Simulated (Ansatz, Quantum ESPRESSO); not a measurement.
## Mo [001], bcc: uniaxial strain and lateral response

The c axis is held at a set length while the cell relaxes sideways. How do the lateral strain and the stress follow? The strained cell has c along the load; unstrained it is a = 3.1269 Å, b = 3.1269 Å, c = 3.1269 Å, α = 90.00°, β = 90.00°, γ = 90.00°, with 2 atoms.

Calculated with Quantum ESPRESSO 7.5, PBEsol, GBRV 1.5 ultrasoft potentials, cutoff 680 eV, Fermi–Dirac smearing 0.05 eV, k-mesh 14×14×14, no spin polarisation, no spin-orbit coupling.

Relaxed positions at −3 %:

```csv
atom,x,y,z
Mo,0.0000,0.0000,0.0000
Mo,0.5000,0.5000,0.5000
```

```csv
ε_c (%),a (Å),c (Å),ε_a (%),"σ (GPa, tension positive)"
−3,3.1543,3.0331,0.876,−12.31
−2,3.1457,3.0644,0.603,−7.79
−1,3.1368,3.0956,0.317,−3.75
1,3.1191,3.1582,−0.250,3.55
3,3.1032,3.2207,−0.759,10.68
```

**Question.** Fit both responses and give the free strain and the stress at +2 %, a row left out above.

Least squares with y = y0 + y1 ε + y2 ε² (ε in %) gives ε_a = 0.033 + (−0.2745) ε + (0.0030) ε² and σ = 0.04 + (3.800) ε + (−0.092) ε² GPa. The linear terms put the ratio of free to applied strain at −0.274 and the Young modulus at 380 GPa. The rows at ±1 % alone give −0.284 and 365 GPa, so higher orders enter the wide fit.

At +2 % the free strain comes out as −0.504 %. The run itself gives −0.510 %, so the estimate misses by 0.006 %; the fitted rows themselves lie up to 0.012 % off the law.

The stress comes out as 7.27 GPa. The run itself gives 7.15 GPa, so the estimate misses by 0.12 GPa; the fitted rows themselves lie up to 0.19 GPa off the law.

Along a cube axis ν = C12/(C11 + C12) and Y = (C11 − C12)(C11 + 2C12)/(C11 + C12), so C11 = Y(1 − ν)/[(1 + ν)(1 − 2ν)] = 480 GPa and C12 = 181 GPa.

The negative ε² term means that the crystal stiffens in compression and softens in tension.

The same fit over all rows at other levels or in other programs gives the strain ratio = −0.276 with PBEsol (Quantum ESPRESSO, PseudoDojo) and −0.276 with PBEsol (Ansatz).

[Logs are printed without paths, hosts, clocks, repeated set-up lines and the standing remarks that a program may print on its own settings, such as how far it seeks lower states.]
